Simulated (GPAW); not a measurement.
## NaHF2 (R-3m): G0W0 with GPAW, start to end

Aim: the G0W0 gap of NaHF2 (R-3m) on LDA, step by step.

Program: GPAW 26.7.0. Level of theory: LDA and many-body steps on it, plane waves. Results are calculated unless marked as measured.

### 1. Set-up

The structure is trigonal, space group R-3m (No. 166). Conventional cell: a = 3.474 Å, b = 3.474 Å, c = 13.750 Å, α = 90.00°, β = 90.00°, γ = 120.00°. Nearest to Na lie 6 F at 2.32 Å. Nearest to H lie 2 F at 1.13 Å. Nearest to F lie 1 H at 1.13 Å and 3 Na at 2.32 Å. Farther neighbours and most contacts between anions are not listed.

As a file:

```cif
data_structure
_symmetry_space_group_name_H-M 'P 1'
_symmetry_Int_Tables_number 1
_cell_length_a 5.0030
_cell_length_b 5.0030
_cell_length_c 5.0030
_cell_angle_alpha 40.631
_cell_angle_beta 40.631
_cell_angle_gamma 40.631
_cell_volume 47.90
loop_
_atom_site_label
_atom_site_type_symbol
_atom_site_fract_x
_atom_site_fract_y
_atom_site_fract_z
_atom_site_occupancy
Na1 Na 0.00000 0.00000 0.00000 1
H2 H 0.50000 0.50000 0.50000 1
F3 F 0.41760 0.41760 0.41760 1
F4 F 0.58240 0.58240 0.58240 1
```

The cell and positions come from the Crystallography Open Database and are kept as given unless a step says otherwise.

### 2. Ground state

This step: GPAW 26.7.0; DFT, LDA, plane waves, PAW.

The ground-state density comes first.

run.py reads:

```python
import json
import numpy as np
from gpaw.mpi import world
from ase import Atoms
from gpaw import GPAW, PW, FermiDirac

atoms = Atoms(['Na', 'H', 'F', 'F'],
    cell=[[1.7370000000, 1.0028574176, 4.5833333333],
      [-1.7370000000, 1.0028574176, 4.5833333333],
      [0.0000000000, -2.0057148352, 4.5833333333]],
    scaled_positions=[[0.0000000000, 0.0000000000, 0.0000000000],
      [0.5000000000, 0.5000000000, 0.5000000000],
      [0.4176000000, 0.4176000000, 0.4176000000],
      [0.5824000000, 0.5824000000, 0.5824000000]],
    pbc=(True, True, True))
calc = GPAW(mode=PW(600),
    xc='LDA',
    kpts={'size': (8, 8, 8), 'gamma': True},
    occupations=FermiDirac(0.001),
    nbands=-8,
    convergence={'density': 1e-6, 'bands': -3},
    maxiter=100,
    txt='gs.txt')
atoms.calc = calc
res = {'energy': atoms.get_potential_energy()}
kpts = calc.get_ibz_k_points()
res['kpts'] = kpts
res['eigenvalues'] = [calc.get_eigenvalues(kpt=k) for k in range(len(kpts))]
res['n_electrons'] = calc.get_number_of_electrons()
calc.write('gs.gpw')

if world.rank == 0:
    with open('result.json', 'w') as f:
        json.dump(res, f, default=lambda x: x.tolist())
```

Started as:

```sh
mpirun -n 4 gpaw python run.py
```

The log of the run:

```text
__  _  _
 | _ |_)|_||  |
 |__||  | ||/\| - 26.7.0

Input parameters:
  mode=PW(ecut=600.0),
  convergence={'density': 1e-06, 'bands': -3},
  kpts=MonkhorstPack(size=(8, 8, 8), gamma=True),
  maxiter=100,
  nbands=-8,
  occupations=Occupations(name='fermi-dirac', width=0.001, fixmagmom=False),
  xc=XC(name='LDA')
  [... matrices ...]
Diagonalizing LCAO Hamiltonian
Converting LCAO to pw mode

       F

       H
       F

       Na

Atoms  # Å, Bohr magnetons
|   | symbol |        x |        y |        z |    initial magnetic moments |
| 0 |     Na | 0.000000 | 0.000000 | 0.000000 | ( 0.0000,  0.0000,  0.0000) |
| 1 |      H | 0.000000 | 0.000000 | 6.875000 | ( 0.0000,  0.0000,  0.0000) |
| 2 |      F | 0.000000 | 0.000000 | 5.742000 | ( 0.0000,  0.0000,  0.0000) |
| 3 |      F | 0.000000 | 0.000000 | 8.008000 | ( 0.0000,  0.0000,  0.0000) |

Unit cell  # Å
| periodic |         x |         y |        z |  lengths |    angles |
|      yes |  1.737000 |  1.002857 | 4.583333 | 5.002983 | 40.631430 |
|      yes | -1.737000 |  1.002857 | 4.583333 | 5.002983 | 40.631430 |
|      yes |  0.000000 | -2.005715 | 4.583333 | 5.002983 | 40.631430 |

Number of symmetries: 12
Symmetry operations  # r_c * U_cc + t_c -> r_c
|    | kind |            matrix            |
|  0 |  E   |  1, 0, 0,  0, 1, 0,  0, 0, 1 |
|  1 |  σ   |  1, 0, 0,  0, 0, 1,  0, 1, 0 |
|  2 |  σ   |  0, 1, 0,  1, 0, 0,  0, 0, 1 |
|  3 |  C3  |  0, 1, 0,  0, 0, 1,  1, 0, 0 |
|  4 |  C3  |  0, 0, 1,  1, 0, 0,  0, 1, 0 |
|  5 |  σ   |  0, 0, 1,  0, 1, 0,  1, 0, 0 |
|  6 |  C2  |  0, 0,-1,  0,-1, 0, -1, 0, 0 |
|  7 |  S6  |  0, 0,-1, -1, 0, 0,  0,-1, 0 |
|  8 |  S6  |  0,-1, 0,  0, 0,-1, -1, 0, 0 |
|  9 |  C2  |  0,-1, 0, -1, 0, 0,  0, 0,-1 |
| 10 |  C2  | -1, 0, 0,  0, 0,-1,  0,-1, 0 |
| 11 |  i   | -1, 0, 0,  0,-1, 0,  0, 0,-1 |

BZ-sampling:
  Number of BZ points: 512
  Number of IBZ points: 65

  Monkhorst-Pack size: [8, 8, 8]
  Monkhorst-Pack shift: [0.0625, 0.0625, 0.0625]

K-points  # in reciprocal-cell coordinates
|     |                                coordinates |     weight |
|   0 | (  0.00000000,   0.00000000,   0.00000000) | 0.00195312 |
|   1 | (  0.12500000,   0.00000000,  -0.12500000) | 0.01171875 |
|   2 | (  0.12500000,   0.00000000,   0.00000000) | 0.01171875 |
|   3 | (  0.12500000,   0.12500000,  -0.12500000) | 0.01171875 |
|   4 | (  0.12500000,   0.12500000,   0.00000000) | 0.01171875 |
|   5 | (  0.12500000,   0.12500000,   0.12500000) | 0.00390625 |
|   6 | (  0.25000000,  -0.12500000,  -0.12500000) | 0.01171875 |
|   7 | (  0.25000000,   0.00000000,  -0.25000000) | 0.01171875 |
|   8 | (  0.25000000,   0.00000000,  -0.12500000) | 0.02343750 |
|   9 | (  0.25000000,   0.00000000,   0.00000000) | 0.01171875 |
| ... |                                            |            |
|  64 | (  0.50000000,   0.50000000,   0.50000000) | 0.00195312 |

Plane wave coefficients: 1611
Cutoff: 600.0 eV

Spin-components: 1 (collinear spins)
Bands:           19
Projectors:      18
Spin-degeneracy: 2
Datatype:        complex128

  Storage: CPU
  Wave functions: 30_489_680 bytes (7_622_420 per core)
  Projectors: 41_722_720 bytes (10_430_680 per core)
  [... matrices ...]
Parallelization:
  kpt:    4
  domain: 1
  band:   1

Density:
  Valence electrons: 22.0
  Components: 1
  Grid points: [30 30 30]
  Charge: 0.0  # |e|

Potential:
  Grid points: [30 30 30]

species:
  Na:
    name:    Sodium
    Z:       11.0
    valence: 7
    core:    4
    charge:  0.0  # [|e|]
    compensation charges:
      type: gauss
      rc: 0.37  # [Å]
      lmax: 2
    cutoffs:
      filter: 2.17  # [Å]
      core: 2.59  # [Å]
    projectors
    | kind |    occ | energy [eV] | rcut [Å] |
    |   3s |  1.000 |      -2.819 |    1.201 |
    |   2p |  6.000 |     -28.826 |    1.217 |
    |   3p |  0.000 |      -0.774 |    1.217 |
    |    s |        |      24.392 |    1.201 |
    |    d |        |       0.000 |    1.238 |

    Using partial waves for Na as LCAO basis

  H:
    name:    Hydrogen
    Z:       1.0
    valence: 1
    core:    0
    charge:  0.0  # [|e|]
    compensation charges:
      type: gauss
      rc: 0.15  # [Å]
      lmax: 2
    cutoffs:
      filter: 0.85  # [Å]
      core: 0.53  # [Å]
    projectors
    | kind |    occ | energy [eV] | rcut [Å] |
    |   1s |  1.000 |      -6.353 |    0.476 |
    |    s |        |      20.858 |    0.476 |
    |    p |        |       0.000 |    0.476 |

    Using partial waves for H as LCAO basis

  F:
    name:    Fluorine
    Z:       9.0
    valence: 7
    core:    2
    charge:  0.0  # [|e|]
    compensation charges:
      type: gauss
      rc: 0.20  # [Å]
      lmax: 2
    cutoffs:
      filter: 1.14  # [Å]
      core: 0.74  # [Å]
    projectors
    | kind |    occ | energy [eV] | rcut [Å] |
    |   2s |  2.000 |     -29.647 |    0.635 |
    |   2p |  5.000 |     -11.293 |    0.635 |
    |    s |        |      -2.435 |    0.635 |
    |    p |        |      15.918 |    0.635 |
    |    d |        |       0.000 |    0.635 |

    Using partial waves for F as LCAO basis

Reference energy: -9808.755087  # eV

eigensolver:
  PPCG
  Converge bands: -3
  niter=2

density mixing:
  MSR1-Mixer
  Pratt-step length: 0.05
  Maximum mixing coefficient: 0.75
  Old densities: 10
  SVD Regularization: 0.005
  Good broyden scale: 1.0
  Trust region scale: 1.0
  Backstep threshold: 4.0
  History deletion threshold: 6.0
  Fourier metric: weight=20.0, sigma=0.015

occupation numbers:
  Fermi-Dirac:
    width: 0.0010  # eV

poisson solver:
  ecut: 4800.0  # eV

xc functional:
  name: None

Initialization done in: 1.403 s

convergence criteria:
- Maximum integral of absolute [dens]ity change: 1e-06 electrons / valence electron
- Maximum [total energy] change in last 3 cyles: 0.0005 eV / valence electron
- Maximum integral of absolute [eigenst]ate change: 4e-08 eV^2 / valence electron
maximum number of iterations: 100

SCF iterations
|iter     |     time |      energy | eigst |  dens |
|iter:   1|  |  -19.491387 | +1.36 |       |
|iter:   2|  |  -19.280050 | -0.04 | -1.12 |
|iter:   3|  |  -18.626218 | -0.72 | -1.17 |
|iter:   4|  |  -18.617470 | -2.85 | -1.64 |
|iter:   5|  |  -18.616687c| -3.42 | -1.95 |
|iter:   6|  |  -18.616703c| -5.17 | -3.01 |
|iter:   7|  |  -18.616708c| -6.21 | -3.43 |
|iter:   8|  |  -18.616708c| -7.68c| -4.36 |
|iter:   9|  |  -18.616708c| -8.29c| -5.31 |
|iter:  10|  |  -18.616708c| -9.17c| -5.94 |
|iter:  11|  |  -18.616708c| -9.53c| -6.55c|

Converged in 11 steps
SCF loop duration: 11.940 s (1.085 s/step)
Energy contributions relative to reference atoms: (reference = -9808.755087)
  [... matrices ...]
Energy contributions:
  Kinetic:          21.535641
  Coulomb:         -22.239610
  Zero:              0.353804
  External:          0.000000
  Xc:              -18.266544
  Entropy:          -0.000000
  Spinorbit:         0.000000
  ----------------------------
  Free energy:     -18.616708
  Extrapolated:    -18.616708

dipole moment: (-0.000000, -0.000000, -12.926113)  # |e|*Ang

Fermi level: -1.682
Eigenvalues  # (at kpt = [0.000, 0.000, 0.000])
| band index |      eig [eV] | occ [0-2] |
|          0 |       -24.019 |     2.000 |
|        ... |               |           |
|          3 |       -22.140 |     2.000 |
|          4 |       -21.852 |     2.000 |
|          5 |        -8.808 |     2.000 |
|          6 |        -4.356 |     2.000 |
|          7 |        -4.356 |     2.000 |
|          8 |        -4.065 |     2.000 |
|          9 |        -4.065 |     2.000 |
|         10 |        -3.997 |     2.000 |
|         11 |         2.766 |     0.000 |
|         12 |         9.039 |     0.000 |
|         13 |        10.173 |     0.000 |
|         14 |        13.852 |     0.000 |
|         15 |        14.819 |     0.000 |
|         16 |        14.819 |     0.000 |
|         17 |        16.949 |     0.000 |
|         18 |        16.949 |     0.000 |

Gap: 6.595 eV
Transition (v -> c):
  (s=0, k=64, n=10, [0.50, 0.50, 0.50]) -> (s=0, k=0, n=11, [0.00, 0.00, 0.00])
Direct/indirect transitions are different
Direct gap: 6.763 eV
Transition at: (s=0, k=0, n=10, [0.00, 0.00, 0.00])
# Writing to gs.gpw (mode='')
  [... matrices ...]
```

The job ended after 15 s (4 MPI ranks of Arm Neoverse V2, shared host; peak memory 0.8 GiB; 59 s of CPU time).

Numbers from this step:

```
total energy               : -18.62 eV
gap                        : 6.595 eV
k of the valence top       : 0.5, 0.5, 0.5
k of the conduction bottom : 0, 0, 0
least direct gap           : 6.763 eV
```

The gap is indirect, with the least direct gap 0.17 eV higher.

### 3. Bands along the symmetry lines

The cheap functional maps the bands first; the places of the edges decide which points the dearer methods must see.

run.py reads:

```python
import json
import numpy as np
from gpaw.mpi import world
from gpaw import GPAW

path = [[0.000000, 0.000000, 0.000000],
    [0.062500, 0.062500, 0.062500],
    [0.125000, 0.125000, 0.125000],
    [0.187500, 0.187500, 0.187500],
    [0.250000, 0.250000, 0.250000],
    [0.312500, 0.312500, 0.312500],
    [0.375000, 0.375000, 0.375000],
    [0.437500, 0.437500, 0.437500],
    [0.500000, 0.500000, 0.500000],
    [0.537677, 0.462323, 0.500000],
    [0.575354, 0.424646, 0.500000],
    [0.613031, 0.386969, 0.500000],
    [0.650708, 0.349292, 0.500000],
    [0.688385, 0.311615, 0.500000],
    [0.726062, 0.273938, 0.500000],
    [0.763739, 0.236261, 0.500000],
    [0.801416, 0.198584, 0.500000],
    [0.500000, -0.198584, 0.198584],
    [0.500000, -0.173761, 0.173761],
    [0.500000, -0.148938, 0.148938],
    [0.500000, -0.124115, 0.124115],
    [0.500000, -0.099292, 0.099292],
    [0.500000, -0.074469, 0.074469],
    [0.500000, -0.049646, 0.049646],
    [0.500000, -0.024823, 0.024823],
    [0.500000, 0.000000, 0.000000],
    [0.437500, 0.000000, 0.000000],
    [0.375000, 0.000000, 0.000000],
    [0.312500, 0.000000, 0.000000],
    [0.250000, 0.000000, 0.000000],
    [0.187500, 0.000000, 0.000000],
    [0.125000, 0.000000, 0.000000],
    [0.062500, 0.000000, 0.000000],
    [0.000000, 0.000000, 0.000000],
    [0.043661, -0.043661, 0.000000],
    [0.087323, -0.087323, 0.000000],
    [0.130984, -0.130984, 0.000000],
    [0.174646, -0.174646, 0.000000],
    [0.218307, -0.218307, 0.000000],
    [0.261969, -0.261969, 0.000000],
    [0.305630, -0.305630, 0.000000],
    [0.349292, -0.349292, -0.000000],
    [0.650708, 0.000000, 0.349292],
    [0.631870, 0.000000, 0.368130],
    [0.613031, 0.000000, 0.386969],
    [0.594193, 0.000000, 0.405807],
    [0.575354, 0.000000, 0.424646],
    [0.556516, 0.000000, 0.443484],
    [0.537677, 0.000000, 0.462323],
    [0.518839, 0.000000, 0.481161],
    [0.500000, 0.000000, 0.500000],
    [0.437500, 0.000000, 0.437500],
    [0.375000, 0.000000, 0.375000],
    [0.312500, 0.000000, 0.312500],
    [0.250000, 0.000000, 0.250000],
    [0.187500, 0.000000, 0.187500],
    [0.125000, 0.000000, 0.125000],
    [0.062500, 0.000000, 0.062500],
    [0.000000, 0.000000, 0.000000]]
calc = GPAW('gs.gpw').fixed_density(kpts=path,
    symmetry='off',
    nbands=21,
    convergence={'bands': 17},
    txt='bands.txt')
res = {}
kpts = calc.get_ibz_k_points()
res['kpts'] = kpts
res['eigenvalues'] = [calc.get_eigenvalues(kpt=k) for k in range(len(kpts))]
res['n_electrons'] = calc.get_number_of_electrons()

if world.rank == 0:
    with open('result.json', 'w') as f:
        json.dump(res, f, default=lambda x: x.tolist())
```

Started as:

```sh
mpirun -n 4 gpaw python run.py
```

The log of the run:

```text
Diagonalizing LCAO Hamiltonian
Converting LCAO to pw mode
convergence criteria:
- Maximum integral of absolute [eigenst]ate change: 4e-08 eV^2 / valence electron
maximum number of iterations: 100

SCF iterations
|iter     |     time |      energy | eigst |  dens |
|iter:   1|  |             | +1.90 |       |
|iter:   2|  |             | +0.48 |       |
|iter:   3|  |             | -0.50 |       |
[...]
|iter:   7|  |             | -5.60 |       |
|iter:   8|  |             | -6.94 |       |
|iter:   9|  |             | -7.85c|       |
SCF steps: 9
  __  _  _
 | _ |_)|_||  |
 |__||  | ||/\| - 26.7.0

Input parameters:
  mode=PW(ecut=600.0),
  convergence={'bands': 17},
  gpts=array([30, 30, 30]),
  kpts=KPoints(kpts=array([[ 0.      ,  0.      ,  0.      ],
         [ 0.0625  ,  0.0625  ,  0.0625  ],
         [ 0.125   ,  0.125   ,  0.125   ],
         [ 0.1875  ,  0.1875  ,  0.1875  ],
[...]
[ 0.537677,  0.462323,  0.5     ],
         [ 0.575354,  0.424646,  0.5     ],
         [ 0.613031,  0.386969,  0.5     ],
[...]
[ 0.5     , -0.198584,  0.198584],
         [ 0.5     , -0.173761,  0.173761],
         [ 0.5     , -0.148938,  0.148938],
[...]
[ 0.5     , -0.049646,  0.049646],
         [ 0.5     , -0.024823,  0.024823],
[...]
[ 0.261969, -0.261969,  0.      ],
[...]
[ 0.349292, -0.349292, -0.      ],
         [ 0.650708,  0.      ,  0.349292],
[...]
[ 0.613031,  0.      ,  0.386969],
         [ 0.594193,  0.      ,  0.405807],
         [ 0.575354,  0.      ,  0.424646],
         [ 0.556516,  0.      ,  0.443484],
         [ 0.537677,  0.      ,  0.462323],
         [ 0.518839,  0.      ,  0.481161],
[...]
[ 0.125   ,  0.      ,  0.125   ],
         [ 0.0625  ,  0.      ,  0.0625  ],
         [ 0.      ,  0.      ,  0.      ]])),
  maxiter=100,
  nbands=21,
  occupations=Occupations(name='fermi-dirac', width=0.001, fixmagmom=False),
  parallel={},
  symmetry=Symmetry(point_group=False, time_reversal=False),
  xc=XC(name='LDA')
  [... matrices ...]
timing:  # [seconds]
  Total: 0.023  # ━━━━━━━━━━━━━━━━━━━━━━━━━━━━━━━━━━━━━━━━━━━━━━━━━━━━━━━━━━━
```

Run time: 12 s. Hardware: 4 MPI ranks; peak memory 0.83 GiB.

This step gave:

```yaml
gap: 6.595 eV
k_of_the_valence_top: 0.5, 0.5, 0.5
k_of_the_conduction_bottom: 0, 0, 0
least_direct_gap: 6.763 eV
```

The gap is 6.595 eV, as in the run before at this level.

The electronic bands at the labelled points (eV, zero at the top of the highest filled band):

| point | band 8 | band 9 | band 10 | band 11 | band 12 | band 13 | band 14 | band 15 |
| --- | --- | --- | --- | --- | --- | --- | --- | --- |
| Γ | -0.53 | -0.24 | -0.24 | -0.17 | 6.60 | 12.87 | 14.00 | 17.68 |
| halfway | -0.66 | -0.64 | -0.09 | -0.09 | 7.25 | 10.93 | 16.12 | 17.58 |
| T | -0.74 | -0.74 | 0.00 | 0.00 | 8.33 | 9.46 | 16.36 | 18.78 |
| halfway | -1.07 | -0.85 | -0.25 | -0.09 | 9.56 | 10.69 | 14.86 | 15.28 |
| H2 | -1.18 | -0.88 | -0.32 | -0.32 | 12.02 | 12.31 | 13.35 | 13.46 |
| jump to H0 | -1.18 | -0.88 | -0.32 | -0.32 | 12.02 | 12.31 | 13.35 | 13.46 |
| halfway | -0.90 | -0.57 | -0.46 | -0.30 | 11.35 | 11.65 | 14.57 | 15.06 |
| L | -0.70 | -0.53 | -0.36 | -0.33 | 10.79 | 11.46 | 14.82 | 15.11 |
| halfway | -0.61 | -0.46 | -0.28 | -0.19 | 8.11 | 13.15 | 14.70 | 15.12 |
| Γ | -0.53 | -0.24 | -0.24 | -0.17 | 6.60 | 12.87 | 14.00 | 17.68 |
| halfway | -0.76 | -0.54 | -0.32 | -0.15 | 8.63 | 13.95 | 14.04 | 14.97 |
| S0 | -1.24 | -0.63 | -0.57 | -0.23 | 12.12 | 12.14 | 13.11 | 14.37 |
| jump to S2 | -1.24 | -0.63 | -0.57 | -0.23 | 12.12 | 12.14 | 13.11 | 14.37 |
| halfway | -1.02 | -0.77 | -0.55 | -0.17 | 11.75 | 12.10 | 13.20 | 13.67 |
| F | -0.88 | -0.84 | -0.55 | -0.12 | 11.63 | 11.82 | 13.26 | 13.40 |
| halfway | -0.73 | -0.55 | -0.31 | -0.16 | 8.31 | 12.46 | 14.94 | 15.77 |
| Γ | -0.53 | -0.24 | -0.24 | -0.17 | 6.60 | 12.87 | 14.00 | 17.68 |

The electronic bands as a text plot (rows in eV, shown from -8.0 to 12.6 only; labels by their first letter):

```
   12.2 |++          ++++++    +                +++++++++ ++++
   11.3 |  +        +  +  +++++                 ++   +++
   10.5 |   +     +++++      +++               +        +
    9.6 |    +++++ +            +             +          +
    8.7 |      ++++              +          ++            +++
    7.9 |   +++                   +++      +                 +
    7.0 |+++                         ++++++                   +++
    6.2 |
    5.3 |
    4.4 |
    3.6 |
    2.7 |
    1.9 |
    1.0 |
    0.2 |***************         ********************************
   -0.7 |********************************************************
   -1.6 |      **   ****************        ***************
   -2.4 |
   -3.3 |
   -4.1 |    **************                     **********
   -5.0 |****              *********************          *******
   -5.9 |
   -6.7 |
   -7.6 |
         Γ    T        H|H    L        Γ         S|S   F        Γ
```

### 4. Empty states on the mesh, 4×4×4 mesh, 118 bands

The sums over transitions need many empty states on a uniform mesh; this step solves for them.

run.py reads:

```python
import json
import numpy as np
from gpaw.mpi import world
from gpaw import GPAW

calc = GPAW('gs.gpw').fixed_density(kpts={'size': (4, 4, 4), 'gamma': True},
    parallel={'domain': 1, 'band': 1},
    txt='nscf.txt')
calc.diagonalize_full_hamiltonian(nbands=118)
calc.write('full.gpw', mode='all')
res = {}
kpts = calc.get_ibz_k_points()
res['kpts'] = kpts
res['eigenvalues'] = [calc.get_eigenvalues(kpt=k) for k in range(len(kpts))]
res['n_electrons'] = calc.get_number_of_electrons()

if world.rank == 0:
    with open('result.json', 'w') as f:
        json.dump(res, f, default=lambda x: x.tolist())
```

Started as:

```sh
mpirun -n 4 gpaw python run.py
```

The log of the run:

```text
Diagonalizing LCAO Hamiltonian
Converting LCAO to pw mode
convergence criteria:
- Maximum integral of absolute [eigenst]ate change: 4e-08 eV^2 / valence electron
maximum number of iterations: 100

SCF iterations
|iter     |     time |      energy | eigst |  dens |
|iter:   1|  |             | +1.35 |       |
|iter:   2|  |             | +0.24 |       |
|iter:   3|  |             | -0.98 |       |
[...]
|iter:   8|  |             | -6.18 |       |
|iter:   9|  |             | -7.06 |       |
|iter:  10|  |             | -7.90c|       |
SCF steps: 10
  __  _  _
 | _ |_)|_||  |
 |__||  | ||/\| - 26.7.0

Input parameters:
  mode=PW(ecut=600.0),
  convergence={'density': 1e-06, 'bands': -3},
  gpts=array([30, 30, 30]),
  kpts=MonkhorstPack(size=(4, 4, 4), gamma=True),
  maxiter=100,
  nbands=19,
  occupations=Occupations(name='fermi-dirac', width=0.001, fixmagmom=False),
  parallel={'domain': 1, 'band': 1},
  xc=XC(name='LDA')
Matrix size: 1611x1611
# Writing to full.gpw (mode='all')
  [... matrices ...]

timing:  # [seconds]
  Total: 15.973  # ━━━━━━━━━━━━━━━━━━━━━━━━━━━━━━━━━━━━━━━━━━━━━━━━━━━━━━━━━━
```

Elapsed: 21 s, on 4 MPI ranks; peak memory 1.6 GiB; 84 s of CPU time.

Numbers from this step:

```yaml
gap: 6.595 eV
k_of_the_valence_top: 0.5, 0.5, 0.5
k_of_the_conduction_bottom: 0, 0, 0
least_direct_gap: 6.763 eV
k_points_computed: 13
lowest_point_of_the_top_converged_band_above_the_valence_top: 96.4442 eV
```

On this mesh the gap is 6.595 eV.

(Part 1 of 2 ends here.)

[Paths, hosts, dates, memory and timing lines, banners, echoed tables and standing remarks are left out of the program output.]

[Logs are printed without paths, hosts, clocks, repeated set-up lines and the standing remarks that a program may print on its own settings, such as how far it seeks lower states.]

[Runs of the session that timed out or met a known fault of the program may be left out.]

[Hosts, paths, dates, database ids (printed as entryN), source tags and the programs' standing remarks are cut or masked in the printed files.]
